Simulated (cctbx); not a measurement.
# Occupancies in Nd2Cd17C3

Cell a = 10.4330 Å, b = 10.4330 Å, c = 14.5500 Å, α = 90.00°, β = 90.00°, γ = 120.00°; space group R-3m (no. 166); nominal formula Nd2Cd17C3.

Simulated single-crystal data (cctbx): Cu Kα, λ = 1.54184 Å, to d = 0.83 Å, 80 % of the full sphere, strongest reflection 40000 counts, noise from counting, a 1.5 % proportional error and a noise floor of 2 counts (s.d.); no absorption.

With every site full:

```text
Rint 0.019, 334 unique reflections to 0.83 A
cycle     R1     wR2    GooF  max shift (A)
   1  0.0971  0.2103  17.526   0.00040
   2  0.0062  0.0143   1.193   0.00000
final R1 0.0062 wR2 0.0143 GooF 1.193  parameters 25  data/parameter 13.4
atom        x        y        z      Ueq    occ   su(xyz)  su(Uiso or U11)
Nd1    0.33333  0.66667  0.01260   0.0082  1.000  0.00002  0.0001
Cd2    0.33333  0.66667  0.76061   0.0040  1.000  0.00002  0.0001
Cd3    0.50672  0.01343  0.14908   0.0058  1.000  0.00002  0.0001
Cd4    0.71631  0.71631  0.00000   0.0051  1.000  0.00002  0.0001
Cd5    0.33333  0.16667  0.16667   0.0064  1.000  0.00000  0.0002
C1     0.00000  0.50000  0.00000   0.0100  1.000  0.00000  0.0023
difference map: max 0.53 min -0.47 rms 0.09
Q1    0.0000  0.0000  0.0000    3    0.53  1.37 A from Cd2
Q2    0.0352  0.5176  0.4957   18    0.45  0.32 A from Cd5
Q3    0.0408  0.0815  0.9273   18    0.26  0.80 A from Cd2
Q4    0.0890  0.1780  0.1151   18    0.26  1.63 A from Cd3
Q5    0.0216  0.1705  0.8269   36    0.26  1.62 A from Cd5
Q6    0.0981  0.1962  0.9073   18    0.26  1.64 A from Cd5
```

With the occupancies of the suspect sites free, each still typed as its main element:

```text
Rint 0.019, 334 unique reflections to 0.83 A
cycle     R1     wR2    GooF  max shift (A)
   1  0.0468  0.1025   8.570   0.00007
   8  0.0052  0.0120   1.000   0.00000
final R1 0.0052 wR2 0.0119 GooF 0.997  parameters 27  data/parameter 12.4
atom        x        y        z      Ueq    occ   su(xyz)  su(Uiso or U11)
Nd1    0.33333  0.66667  0.01259   0.0075  0.987  0.00002  0.0001
Cd2    0.33333  0.66667  0.76061   0.0041  1.000  0.00002  0.0001
Cd3    0.50672  0.01343  0.14908   0.0059  1.000  0.00002  0.0001
Cd4    0.71631  0.71631  0.00000   0.0051  1.000  0.00002  0.0001
Cd5    0.33333  0.16667  0.16667   0.0071  1.010  0.00000  0.0002
C1     0.00000  0.50000  0.00000   0.0100  1.000  0.00000  0.0020
su of occupancy Nd1: 0.002
su of occupancy Cd5: 0.002
difference map: max 0.57 min -0.28 rms 0.08
Q1    0.0000  0.0000  0.0000    3    0.57  1.37 A from Cd2
Q2    0.0945  0.1890  0.9087   18    0.25  1.70 A from Cd5
Q3    0.0445  0.0889  0.9268   18    0.25  0.86 A from Cd2
Q4    0.0877  0.1755  0.1154   18    0.25  1.62 A from Cd2
Q5    0.0958  0.1915  0.3463   18    0.25  1.30 A from C1
Q6    0.0209  0.1714  0.8277   36    0.23  1.61 A from Cd5
```

**Question.** What is the disorder?

X-rays count electrons. Nd1 refines to 0.987(0.002), or 59.2 electrons; the site truly holds 0.9 Nd and 0.1 Cd, 58.8 electrons, which is 0.980 of Nd; Cd5 refines to 1.010(0.002), or 48.5 electrons; the site truly holds 0.9333 Cd and 0.0667 Nd, 48.8 electrons, which is 1.017 of Cd. A value under 1 can't tell vacancies from a lighter guest, and one over 1 needs a heavier guest; chemistry or a second radiation must settle which. Occupancy correlates with U and the scale, and the two elements' form factors differ in shape, so the match is approximate.

Freeing them takes R1 from 0.0062 to 0.0052 and GooF from 1.19 to 1.00.

The model was made for the exercise: a known structure type with other elements put in, its volume estimated, not relaxed; displacement parameters are assumed.

[Middle refinement cycles are left out of these outputs.]

[Logs are printed without paths, hosts, clocks, repeated set-up lines and the standing remarks that a program may print on its own settings, such as how far it seeks lower states.]
